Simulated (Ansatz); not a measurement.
## Lattice dynamics of ScIr (Pm-3m)

Wanted: phonon frequencies of ScIr (Pm-3m) and what follows from them.

Calculated with Ansatz 0.2.0; DFT PBEsol, scalar-relativistic, plane waves, PAW; PAW set soft_1.

## Step 1: The structure

The structure is cubic, space group Pm-3m (No. 221). Conventional cell: a = 3.206 Å, b = 3.206 Å, c = 3.206 Å, α = 90.00°, β = 90.00°, γ = 90.00°. Nearest to Sc lie 8 Ir at 2.78 Å. Ir has 8 Sc at 2.78 Å nearest. Farther neighbours are not listed.

## Step 2: Bringing the structure to rest

The cell and atoms are relaxed, since residual forces and stress would shift the frequencies.

File input.yaml:

```yaml
crystal:
  lattice:
    - [3.206, 0.0, 0.0]
    - [0.0, 3.206, 0.0]
    - [0.0, 0.0, 3.206]
  atoms:
    - { symbol: Sc, position: [0.5, 0.5, 0.5] }
    - { symbol: Ir, position: [0.0, 0.0, 0.0] }
kpoints:
  mp_grid: { grid: [14, 14, 14] }
hamiltonian:
  xc: pbesol
  pseudopotentials: { kind: paw, azcp: { folder: soft_1 }, xc_functional: pbe }
scf:
  occupations: { method: gaussian, width: 0.1 }
output:
  forces: true
  stress: true
  eigenvalues: true
  write_density: true
  write_potential: true
  elf: true
  volumetric_format: npy
relax:
  adjacent_minimum: "off"
  f_tol: 0.005
  max_steps: 80
  cell: { stress_tol: 0.05 }
```

The run is started by

```console
> ansatz run input.yaml --threads 4 --pin off --max-ram 10240MiB --backend cpu --events-out ev --progress --plain --runs-dir out
```

Numbers of over 12 decimals in the logs are rounded to 6 here.

Log:

```text
Engine: ansatz 0.2.0, x86_64-unknown-linux-gnu
Pseudopotentials: kind: paw
Pseudopotential: Sc, paw, valence charge 11, recommended cutoff 420 eV (normal), soft_1/Sc.paw.azcp
Pseudopotential: Ir, paw, valence charge 17, recommended cutoff 420 eV (normal), soft_1/Ir.paw.azcp
Functional definition: PBEsol
  exchange = pbesol_x
  correlation = pbesol_c
Crystal: 2 atoms, lattice volume = 32.953 Å³
Basis set: ecut = 420 eV, 619 PW (Γ), exchange–correlation on 48×48×48 points (8 copies of the dense FFT grid, shifted against one another)
Bands: 18, of which v1, the nominal top of the filled ones, is band 14 counted from 1 (13 counted from 0)
Symmetry: 48 space group operations
Space group: Pm-3m (ITA 221), of the structure as read, at distance tolerance 3.2e-5 Å
k-points: 120 of 2744
Non-local potential: Sc, projectors of the file, l = 0: 3, l = 1: 2, l = 2: 3, l = 3: 1
Non-local potential: Ir, projectors of the file, l = 0: 3, l = 1: 2, l = 2: 2, l = 3: 1
PAW form: soft (Blöchl's): semilocal exchange-correlation on the pseudo side does not see the compensation charge
PAW frozen core: Sc, regenerated for the run's functional, and the local potential with it (the file was generated under x = pbe(κ = 0.804, μ = 0.219515), c = pbe(β = 0.066725))
PAW frozen core: Ir, regenerated for the run's functional, and the local potential with it (the file was generated under x = pbe(κ = 0.804, μ = 0.219515), c = pbe(β = 0.066725))
PAW one-centre angular grid: Sc, 590 points (default); XC on 64 Gauss nodes
PAW one-centre angular grid: Ir, 590 points (default); XC on 64 Gauss nodes
Initial density: superposition of atomic densities (chi_scale 0.1, normalization cell, long waves kept (reshape's long-wave potential 0.00 eV rms))
Initial wavefunctions: pseudopotential atomic-orbital guess
Functional: x = pbesol(κ = 0.804, μ = 0.123457), c = pbesol(β = 0.046)
SCF iter   1: F=—  HF=-13914.925910 eV  |F-HF|=—  |Δ(HF+E_count)|=         —  Δρ=1.25e-1  dr2=8.02e0  ethr=3.10e-3  ⟨swp⟩=3.9  Hψ=8541  notcnv=0
preconditioner: auto → none  [metal: Δε(μ)=0.057 eV  Ē_g=4.819 eV  σ=0.100 eV  W_gap=0.29  n_scr=6 (ndim 8)  ℏωp=22.4 eV  f_vac=0.000  D(μ)=0.20/eV (n_scr^D=0)  sad-step TF]
SCF iter   2: F=—  HF=-13914.285820 eV  |F-HF|=—  |Δ(HF+E_count)|=   6.40e-1  Δρ=8.11e-2  dr2=3.68e0  ethr=3.10e-3  ⟨swp⟩=2.0  Hψ=3618  notcnv=0  defer=1
SCF iter   3: F=—  HF=-13913.823517 eV  |F-HF|=—  |Δ(HF+E_count)|=   4.62e-1  Δρ=9.09e-3  dr2=1.75e-2  ethr=3.10e-3  ⟨swp⟩=2.3  Hψ=3449  notcnv=0  defer=1
SCF iter   4: F=—  HF=-13913.820936 eV  |F-HF|=—  |Δ(HF+E_count)|=   2.58e-3  Δρ=1.79e-3  dr2=1.07e-3  ethr=6.25e-5  ⟨swp⟩=1.4  Hψ=3136  notcnv=0  defer=2
SCF iter   5: F=—  HF=-13913.820650 eV  |F-HF|=—  |Δ(HF+E_count)|=   2.86e-4  Δρ=5.00e-4  dr2=6.64e-5  ethr=3.80e-6  ⟨swp⟩=2.0  Hψ=3251  notcnv=0  defer=2
SCF iter   6: F=—  HF=-13913.820653 eV  |F-HF|=—  |Δ(HF+E_count)|=   2.70e-6  Δρ=5.04e-5  dr2=7.12e-7  ethr=2.37e-7  ⟨swp⟩=2.1  Hψ=2879  notcnv=0  defer=2
SCF iter   7: F=-13913.820652 eV  HF=-13913.820652 eV  |F-HF|=2.60e-8  |Δ(HF+E_count)|=   1.14e-7  Δρ=1.10e-5  dr2=3.38e-8  ethr=3.57e-10  ⟨swp⟩=8.2  Hψ=13896  notcnv=0
SCF 1 converged in 7 iterations: F = -13913.820652 eV  dr2 = 3.38e-8
  greatest PAW one-centre occupation: 1.000 electrons in one spin orbital (limit 2), on the Ir atom at site 1 (counted from 0), in its partial waves of l = 0
relax step   1: F+E_penalty+E_count = -13913.82065236 eV  Δ(F+E_penalty+E_count) = +0.000e0 eV  max|allowed force component| = 2.156e-29 eV/Å  Δτ_max = 0.0000 Å  P = -2.855 GPa  Ω = 32.953 Å³  (7 SCF iters, dr2 threshold 1.00e-7 eV, accepted)
Crystal: 2 atoms, lattice volume = 31.584 Å³
Initial density: handed on by an earlier stage of this run
Initial wavefunctions: those handed on with the density
iter 1 solved again at ethr=1.22e-4 eV; its pass at ethr=3.10e-3 eV (dr2=3.43e-2 eV) is discarded
SCF iter   1: F=—  HF=-13913.816950 eV  |F-HF|=—  |Δ(HF+E_count)|=         —  Δρ=7.61e-3  dr2=3.10e-2  ethr=1.22e-4  ⟨swp⟩=1.0  Hψ=12141  notcnv=0
preconditioner: auto → none  [metal: Δε(μ)=0.026 eV  Ē_g=13.626 eV  σ=0.100 eV  W_gap=0.15  n_scr=6 (ndim 8)  ℏωp=28.0 eV  f_vac=0.000  D(μ)=0.76/eV (n_scr^D=6)]
SCF iter   2: F=—  HF=-13913.813087 eV  |F-HF|=—  |Δ(HF+E_count)|=   3.86e-3  Δρ=2.49e-3  dr2=3.56e-3  ethr=1.11e-4  ⟨swp⟩=1.4  Hψ=2216  notcnv=0
SCF iter   3: F=—  HF=-13913.812574 eV  |F-HF|=—  |Δ(HF+E_count)|=   5.13e-4  Δρ=3.99e-4  dr2=6.30e-5  ethr=1.27e-5  ⟨swp⟩=1.9  Hψ=2452  notcnv=0
SCF iter   4: F=—  HF=-13913.812585 eV  |F-HF|=—  |Δ(HF+E_count)|=   1.13e-5  Δρ=9.08e-5  dr2=1.27e-6  ethr=2.25e-7  ⟨swp⟩=1.9  Hψ=2434  notcnv=0
iter 5 did not close the SCF: its close was put off for the readings that it lacked (scf_convergence_deferred on its scf_iter line)
SCF iter   5: F=-13913.812585 eV  HF=-13913.812585 eV  |F-HF|=9.94e-9  |Δ(HF+E_count)|=   9.75e-8  Δρ=7.57e-6  dr2=1.52e-8  ethr=4.53e-9  ⟨swp⟩=2.2  Hψ=2881  notcnv=0
SCF iter   6: F=-13913.812585 eV  HF=-13913.812585 eV  |F-HF|=3.82e-11  |Δ(HF+E_count)|=  9.55e-10  Δρ=9.17e-7  dr2=1.01e-10  ethr=5.41e-11  ⟨swp⟩=4.2  Hψ=10802  notcnv=0
SCF 2 converged in 6 iterations: F = -13913.812585 eV  dr2 = 1.01e-10
relax step   2: F+E_penalty+E_count = -13913.81258540 eV  Δ(F+E_penalty+E_count) = +8.067e-3 eV  max|allowed force component| = 5.128e-30 eV/Å  Δτ_max = 0.0000 Å  P = +5.096 GPa  Ω = 31.584 Å³  energy of the carried Pulay correction = +2.330e-4 eV  (6 SCF iters, dr2 threshold 2.00e-7 eV, rejected (line search))
Crystal: 2 atoms, lattice volume = 32.448 Å³
iter 1 solved again at ethr=4.13e-5 eV; its pass at ethr=3.10e-3 eV (dr2=1.16e-2 eV) is discarded
SCF iter   1: F=—  HF=-13913.827341 eV  |F-HF|=—  |Δ(HF+E_count)|=         —  Δρ=4.82e-3  dr2=1.29e-2  ethr=4.13e-5  ⟨swp⟩=1.0  Hψ=12019  notcnv=0
preconditioner: auto → none  [metal: Δε(μ)=0.045 eV  Ē_g=5.440 eV  σ=0.100 eV  W_gap=0.24  n_scr=6 (ndim 8)  ℏωp=22.6 eV  f_vac=0.000  D(μ)=0.90/eV (n_scr^D=6)]
SCF iter   2: F=—  HF=-13913.825675 eV  |F-HF|=—  |Δ(HF+E_count)|=   1.67e-3  Δρ=1.50e-3  dr2=1.34e-3  ethr=4.13e-5  ⟨swp⟩=1.5  Hψ=2231  notcnv=0
SCF iter   3: F=—  HF=-13913.825484 eV  |F-HF|=—  |Δ(HF+E_count)|=   1.91e-4  Δρ=2.22e-4  dr2=1.50e-5  ethr=4.80e-6  ⟨swp⟩=2.0  Hψ=2459  notcnv=0
SCF iter   4: F=—  HF=-13913.825497 eV  |F-HF|=—  |Δ(HF+E_count)|=   1.33e-5  Δρ=5.53e-5  dr2=4.45e-7  ethr=5.35e-8  ⟨swp⟩=1.9  Hψ=2502  notcnv=0
SCF iter   5: F=—  HF=-13913.825499 eV  |F-HF|=—  |Δ(HF+E_count)|=   1.47e-6  Δρ=4.72e-6  dr2=3.37e-9  ethr=1.59e-9  ⟨swp⟩=2.3  Hψ=3134  notcnv=0
SCF iter   6: F=—  HF=-13913.825499 eV  |F-HF|=—  |Δ(HF+E_count)|=  3.13e-10  Δρ=7.43e-7  dr2=1.72e-10  ethr=1.20e-11  ⟨swp⟩=2.0  Hψ=3844  notcnv=0
SCF iter   7: F=-13913.825499 eV  HF=-13913.825499 eV  |F-HF|=7.28e-12  |Δ(HF+E_count)|=  2.00e-11  Δρ=1.32e-7  dr2=7.47e-12  ethr=1.00e-12  ⟨swp⟩=5.0  Hψ=8482  notcnv=0
SCF 3 converged in 7 iterations: F = -13913.825499 eV  dr2 = 7.47e-12
relax step   3: F+E_penalty+E_count = -13913.82549857 eV  Δ(F+E_penalty+E_count) = -4.846e-3 eV  max|allowed force component| = 4.799e-30 eV/Å  Δτ_max = 0.0000 Å  P = -0.128 GPa  Ω = 32.448 Å³  energy of the carried Pulay correction = +8.482e-5 eV  (7 SCF iters, accepted)
[...]
relax step   4: F+E_penalty+E_count = -13913.82551157 eV  Δ(F+E_penalty+E_count) = -1.300e-5 eV  max|allowed force component| = 1.578e-30 eV/Å  Δτ_max = 0.0000 Å  P = +0.004 GPa  Ω = 32.424 Å³  energy of the carried Pulay correction = +8.877e-5 eV  (6 SCF iters, accepted)
Initial wavefunctions: pseudopotential atomic-orbital guess (no wavefunctions were taken with the density)
iter 1 solved again at ethr=2.39e-9 eV; its pass at ethr=3.10e-3 eV (dr2=6.69e-7 eV) is discarded
SCF iter   1: F=—  HF=-13913.825407 eV  |F-HF|=—  |Δ(HF+E_count)|=         —  Δρ=2.32e-5  dr2=2.83e-8  ethr=2.39e-9  ⟨swp⟩=3.8  Hψ=15717  notcnv=0
preconditioner: auto → none  [metal: Δε(μ)=0.041 eV  Ē_g=5.411 eV  σ=0.100 eV  W_gap=0.23  n_scr=6 (ndim 8)  ℏωp=22.6 eV  f_vac=0.000  D(μ)=0.86/eV (n_scr^D=6)]
SCF iter   2: F=—  HF=-13913.825422 eV  |F-HF|=—  |Δ(HF+E_count)|=   1.52e-5  Δρ=1.10e-5  dr2=5.69e-9  ethr=1.01e-10  ⟨swp⟩=2.2  Hψ=3840  notcnv=0
SCF iter   3: F=—  HF=-13913.825422 eV  |F-HF|=—  |Δ(HF+E_count)|=   4.00e-9  Δρ=1.33e-6  dr2=3.72e-10  ethr=2.03e-11  ⟨swp⟩=2.6  Hψ=3681  notcnv=0
SCF iter   4: F=—  HF=-13913.825422 eV  |F-HF|=—  |Δ(HF+E_count)|=  2.91e-11  Δρ=4.21e-7  dr2=3.68e-11  ethr=1.33e-12  ⟨swp⟩=2.5  Hψ=3725  notcnv=0
iter 5 did not close the SCF: its close was put off for the readings that it lacked (scf_convergence_deferred on its scf_iter line)
SCF iter   5: F=-13913.825422 eV  HF=-13913.825422 eV  |F-HF|=0.00e0  |Δ(HF+E_count)|=  7.28e-12  Δρ=5.87e-8  dr2=8.70e-13  ethr=1.00e-12  ⟨swp⟩=1.0  Hψ=2160  notcnv=0
iter 6 did not close the SCF: its close was put off for the readings that it lacked (scf_convergence_deferred on its scf_iter line)
SCF iter   6: F=-13913.825422 eV  HF=-13913.825422 eV  |F-HF|=3.64e-12  |Δ(HF+E_count)|=    0.00e0  Δρ=7.07e-9  dr2=5.73e-15  ethr=1.00e-12  ⟨swp⟩=1.0  Hψ=2160  notcnv=0
iter 7 did not close the SCF: its close was put off for the readings that it lacked (scf_convergence_deferred on its scf_iter line)
SCF iter   7: F=-13913.825422 eV  HF=-13913.825422 eV  |F-HF|=9.09e-12  |Δ(HF+E_count)|=  3.64e-12  Δρ=1.18e-9  dr2=1.42e-16  ethr=1.00e-12  ⟨swp⟩=1.0  Hψ=2160  notcnv=0
iter 8 did not close the SCF: its close was put off for the readings that it lacked (scf_convergence_deferred on its scf_iter line)
SCF iter   8: F=-13913.825422 eV  HF=-13913.825422 eV  |F-HF|=1.09e-11  |Δ(HF+E_count)|=  7.28e-12  Δρ=3.06e-10  dr2=1.90e-17  ethr=1.00e-12  ⟨swp⟩=1.0  Hψ=2160  notcnv=0
SCF iter   9: F=-13913.825422 eV  HF=-13913.825422 eV  |F-HF|=3.64e-12  |Δ(HF+E_count)|=    0.00e0  Δρ=7.55e-11  dr2=1.85e-18  ethr=1.00e-12  ⟨swp⟩=1.1  Hψ=4808  notcnv=0
SCF 5 converged in 9 iterations: F = -13913.825422 eV  dr2 = 1.85e-18
relax step   5: F+E_penalty+E_count = -13913.82542240 eV  Δ(F+E_penalty+E_count) = +8.916e-5 eV  max|allowed force component| = 1.578e-30 eV/Å  Δτ_max = 0.0000 Å  P = +0.005 GPa  Ω = 32.424 Å³  stress off target by 5.03e-3 GPa  SCF on the basis re-selected at this cell (its energy is not comparable with the rows above)  (9 SCF iters)
basis re-selected at this cell: Δ(F+E_penalty+E_count) = +8.916e-5 eV, ΔP = +0.001 GPa vs the last step (what re-selecting the basis moved, of the pressure what is left beyond the Pulay correction that the steps carried, after the strain that the cell walked since its last selection, with what the two solves' SCF thresholds leave and, on support functions, any second-order correction that the steps lacked; it is no m [...]
SCF converged after 9 iterations
Free energy (F): -13913.825422 eV
Harris-Foulkes:  -13913.825422 eV  (|F-HF|=3.64e-12)
Internal energy: -13913.821131 eV  (E = F + TS)
E sigma→0 (E₀):  -13913.823277 eV
Entropy (-TS):   -0.004292 eV (-2.146 meV/atom)
Fermi energy:    18.256243 eV
--- Per-component energies (eV) ---
  E_band       = -270.671514
  E_kinetic    = 751.029153
  E_local      = -2030.933234  (includes V_loc(G=0)·N_el)
  E_nonlocal   = 335.850296
  E_hartree    = 745.968627
  E_xc         = -315.671740
  E_vxc        = -363.518819  (∫ρ·V_xc dr)
  E_paw        = -10096.716584  (= ΣΔE_a)
  E_vpaw       = -455.036563  (= ΣTr[D̂ρ^β])
  E_aug_tail   = 0.000399  (compensation charges beyond the density's cutoff)
  E_ewald      = -3303.742422
  E_core_change = 0.394373  (= ΣΔE_core)
  E_smearing   = -0.004292  (= −TS)
  E_closure    = -0.000000  (closes the sum)
  Σ components = -13913.825422   (vs F -13913.825422, Δ=0.00e0)
--- Forces (eV/Å), atoms counted from 1 ---
  atom   1  Sc    -0.00000000     0.00000000     0.00000000
  atom   2  Ir     0.00000000     0.00000000    -0.00000000
  max |Σ_I F_I| component: 3.16e-30 eV/Å
--- Stress (GPa, compression-positive) ---
        0.005034      -0.000000      -0.000000
       -0.000000       0.005034       0.000000
       -0.000000       0.000000       0.005034
  P = ⅓ Tr σ = 0.0050 GPa (0.050 kbar)
--- Band table (eV; the first three rows and the last of 120) ---
  k-point 0: bands = [... 10 lower, 13.1456, 16.3420, 16.3420, 16.3420, 20.5164, 20.5164, 22.6796, 22.6796]
  k-point 1: bands = [... 10 lower, 13.2192, 16.3173, 16.3173, 16.3674, 20.4166, 20.5455, 22.4158, 22.4158]
  k-point 2: bands = [... 10 lower, 13.4312, 16.2496, 16.2496, 16.4406, 20.1354, 20.6083, 21.8389, 21.8389]
  k-point 119: bands = [... 10 lower, 14.5062, 17.0976, 17.0976, 17.0976, 18.0300, 18.0300, 22.7364, 22.7458]
--- Relaxed structure (4 steps of the walk, 3 accepted, 1 SCFs on fresh bases) ---
  F+E_penalty+E_count = -13913.82542240 eV   max|allowed force component| = 1.578e-30 eV/Å   (the final SCF, on the basis selected at the relaxed cell)
  cell:  # Å, volume = 32.4244 Å³
    - [3.188776, 0, 0]
    - [0, 3.188776, 0]
    - [0, 0, 3.188776]
  atoms:
    - { symbol: Sc, position: [0.5, 0.5, 0.5] }
    - { symbol: Ir, position: [0, 0, 0] }
```

It took 6.3 s on 4 threads of Intel Xeon Platinum 8488C (Sapphire Rapids), shared host; peak memory 0.45 GiB.

Relaxation path:

| step | energy less that of the first step (eV) | largest force component (eV/Å) | pressure (GPa) | volume (Å³) |
| --- | --- | --- | --- | --- |
| 1 | 0.0000 | 0.0000 | -2.86 | 32.95 |
| 2 | 0.0081 | 0.0000 | 5.10 | 31.58 |
| 3 | -0.0048 | 0.0000 | -0.13 | 32.45 |
| 4 | -0.0049 | 0.0000 | 0.00 | 32.42 |
| 5* | -0.0048 | 0.0000 | 0.01 | 32.42 |

Relaxation steps marked * repeat the geometry before them on a plane-wave basis chosen anew for their cell, so energy and pressure can jump there. Relaxation step 2 was tried and not accepted.

The run keeps the 48 symmetry operations that it works with, so distortions that break them were not tested.

| conventional cell, symmetrised | before | after | change |
| --- | --- | --- | --- |
| a (Å) | 3.206 | 3.189 | -0.5 % |
| b (Å) | 3.206 | 3.189 | -0.5 % |
| c (Å) | 3.206 | 3.189 | -0.5 % |
| volume (Å³/atom) | 16.48 | 16.21 | -1.6 % |

The relaxed structure:

```xyz
2
Lattice="3.1888 0.0000 0.0000 0.0000 3.1888 0.0000 0.0000 0.0000 3.1888" Properties=species:S:1:pos:R:3 pbc="T T T"
Sc    1.5944    1.5944    1.5944
Ir    0.0000    0.0000    0.0000
```

Numbers from this step:

```
pressure          : 0.005034 GPa
volume per atom   : 16.21 Å³
gap on the k-mesh : 0 eV
```

Electrostatic potential energy in the ac plane at fractional y = 0.500, with atoms of Sc within 0.2 Å of it. With pseudopotentials it is smooth inside the atoms' cores, unlike the true potential.

Values in eV, 16 rows by 16 columns:
```
 20  20  20  20  19  19  18  17  17  17  18  19  19  20  20  20
 20  20  20  19  18  17  16  15  14  15  16  17  18  19  20  20
 20  20  19  18  16  14  11   9   8   9  11  14  16  18  19  20
 20  19  18  16  13   8   2  -3  -5  -3   2   8  13  16  18  19
 19  19  17  14   8  -1 -11 -19 -22 -19 -11  -1   8  14  17  19
 19  18  16  11   2 -11 -24 -33 -35 -33 -24 -11   2  11  16  18
 18  17  15   9  -3 -19 -33 -41 -41 -41 -33 -19  -3   9  15  17
 18  17  14   8  -5 -22 -35 -41 -41 -41 -35 -22  -5   8  14  17
 18  17  15   9  -3 -19 -33 -41 -41 -41 -33 -19  -3   9  15  17
 19  18  16  11   2 -11 -24 -33 -35 -33 -24 -11   2  11  16  18
 19  19  17  14   8  -1 -11 -19 -22 -19 -11  -1   8  14  17  19
 20  19  18  16  13   8   2  -3  -5  -3   2   8  13  16  18  19
 20  20  19  18  16  14  11   9   8   9  11  14  16  18  19  20
 20  20  20  19  18  17  16  15  14  15  16  17  18  19  20  20
 20  20  20  20  19  19  18  17  17  17  18  19  19  20  20  20
 20  20  20  20  20  19  19  18  18  18  19  19  20  20  20  20
```
Columns run along a (3.2 Å; values clipped at the 3rd and 97th percentile), rows up along c (3.2 Å). Atoms in or near the plane, at fractional coordinates: Sc at (0.50, 0.50).

ELF in the ac plane at fractional y = 0.500, with atoms of Sc within 0.2 Å of it. It is the smooth field of the valence electrons, not physical close to the nuclei.

Ten even steps from '_' (0.00) to '@' (0.69):
```
********++==::......::==++******
******++--::..______..::--++****
****++--::..............::--++**
++++--::..::==******==::..::--++
====::..::**@@@@@@@@@@**::..::==
--::....==@@@@%%##%%@@@@==....::
::..__..**@@%%==..==%%@@**..__..
::..__..**@@##..__..##@@**..__..
::..__..**@@%%==..==%%@@**..__..
--::....==@@@@%%##%%@@@@==....::
====::..::**@@@@@@@@@@**::..::==
++++--::..::==******==::..::--++
****++--::..............::--++**
******++--::..______..::--++****
********++==::......::==++******
********++==--::::::--==++******
```
Columns run along a (3.2 Å), rows up along c (3.2 Å). Atoms in or near the plane, at fractional coordinates: Sc at (0.50, 0.50).

Valence density in the ac plane at fractional y = 0.500, with atoms of Sc within 0.2 Å of it. It is the smooth field of the valence electrons, not physical close to the nuclei.

Values in e/Å³, 16 rows by 16 columns:
```
0.3 0.3 0.2 0.2 0.2 0.2 0.2 0.1 0.1 0.1 0.2 0.2 0.2 0.2 0.2 0.3
0.2 0.2 0.2 0.2 0.2 0.2 0.2 0.2 0.2 0.2 0.2 0.2 0.2 0.2 0.2 0.2
0.2 0.2 0.2 0.2 0.2 0.2 0.3 0.3 0.3 0.3 0.3 0.2 0.2 0.2 0.2 0.2
0.2 0.2 0.2 0.2 0.2 0.4 0.6 0.9 1.0 0.9 0.6 0.4 0.2 0.2 0.2 0.2
0.2 0.2 0.2 0.2 0.4 0.8 1.7 2.7 3.1 2.7 1.7 0.8 0.4 0.2 0.2 0.2
0.1 0.2 0.2 0.3 0.6 1.7 3.6 5.4 6.1 5.4 3.6 1.7 0.6 0.3 0.2 0.2
0.1 0.1 0.2 0.3 0.9 2.7 5.4 7.6 8.3 7.6 5.4 2.7 0.9 0.3 0.2 0.1
0.1 0.1 0.2 0.3 1.0 3.1 6.1 8.3 8.9 8.3 6.1 3.1 1.0 0.3 0.2 0.1
0.1 0.1 0.2 0.3 0.9 2.7 5.4 7.6 8.3 7.6 5.4 2.7 0.9 0.3 0.2 0.1
0.1 0.2 0.2 0.3 0.6 1.7 3.6 5.4 6.1 5.4 3.6 1.7 0.6 0.3 0.2 0.2
0.2 0.2 0.2 0.2 0.4 0.8 1.7 2.7 3.1 2.7 1.7 0.8 0.4 0.2 0.2 0.2
0.2 0.2 0.2 0.2 0.2 0.4 0.6 0.9 1.0 0.9 0.6 0.4 0.2 0.2 0.2 0.2
0.2 0.2 0.2 0.2 0.2 0.2 0.3 0.3 0.3 0.3 0.3 0.2 0.2 0.2 0.2 0.2
0.2 0.2 0.2 0.2 0.2 0.2 0.2 0.2 0.2 0.2 0.2 0.2 0.2 0.2 0.2 0.2
0.3 0.3 0.2 0.2 0.2 0.2 0.2 0.1 0.1 0.1 0.2 0.2 0.2 0.2 0.2 0.3
0.3 0.3 0.2 0.2 0.2 0.2 0.1 0.1 0.1 0.1 0.1 0.2 0.2 0.2 0.2 0.3
```
Columns run along a (3.2 Å), rows up along c (3.2 Å). Atoms in or near the plane, at fractional coordinates: Sc at (0.50, 0.50).

In this step the volume went from 16.48 to 16.21 Å³/atom.

## Step 3: Tight relaxation

Phonons need a cell at rest on their own settings, so the relaxation is repeated with tight tolerances on forces and stress on the k mesh and occupations of the first response run.

File input.yaml:

```yaml
crystal:
  lattice:
    - [3.1887764307, 0.0, 0.0]
    - [0.0, 3.1887764307, 0.0]
    - [0.0, 0.0, 3.1887764307]
  atoms:
    - { symbol: Sc, position: [0.5, 0.5, 0.5] }
    - { symbol: Ir, position: [0.0, 0.0, 0.0] }
kpoints:
  mp_grid: { grid: [16, 16, 16] }
hamiltonian:
  xc: pbesol
  pseudopotentials: { kind: paw, azcp: { folder: soft_1 }, xc_functional: pbe }
scf:
  occupations: { method: methfessel_paxton, width: 0.2 }
output:
  forces: true
  stress: true
  eigenvalues: true
relax:
  adjacent_minimum: "off"
  f_tol: 0.001
  max_steps: 60
  cell: { stress_tol: 0.01 }
```

Log:

```text
[...]
Crystal: 2 atoms, lattice volume = 32.424 Å³
Basis set: ecut = 420 eV, 619 PW (Γ), exchange–correlation on 48×48×48 points (8 copies of the dense FFT grid, shifted against one another)
Bands: 18, of which v1, the nominal top of the filled ones, is band 14 counted from 1 (13 counted from 0)
Symmetry: 48 space group operations
[...]
k-points: 165 of 4096
[...]
k-point 164: bands = [... 10 lower, 14.5065, 17.0948, 17.0948, 17.0948, 18.0317, 18.0317, 22.7353, 22.7400]
--- Relaxed structure (3 steps of the walk, 2 accepted, 1 SCFs on fresh bases) ---
[...]
cell:  # Å, volume = 32.4276 Å³
    - [3.188879, 0, 0]
    - [0, 3.188879, 0.0]
    - [0, 0.0, 3.188879]
  atoms:
    - { symbol: Sc, position: [0.5, 0.5, 0.5] }
    - { symbol: Ir, position: [0, 0, 0] }
[key lines of the parts left out:]
SCF converged after 5 iterations
Free energy (F): -13913.826980 eV
Fermi energy:    18.251937 eV
P = ⅓ Tr σ = -0.0002 GPa (-0.002 kbar)
```

Wall time 4.6 s (4 threads); peak memory 0.48 GiB.

Little changed from the start: no atom moved by 0.005 Å and no cell edge by 0.1 %.

Numbers from this step:

* pressure: -1.63e-4 GPa

The forces vanish by symmetry and the pressure is 0.000 GPa, within the tolerances set. The cell now holds 16.21 Å³/atom.

(Part 1 of 2 ends here.)

[Logs are printed without paths, hosts, clocks, repeated set-up lines and the standing remarks that a program may print on its own settings, such as how far it seeks lower states.]

[Hosts, paths, dates, database ids (printed as entryN), source tags and the programs' standing remarks are cut or masked in the printed files.]
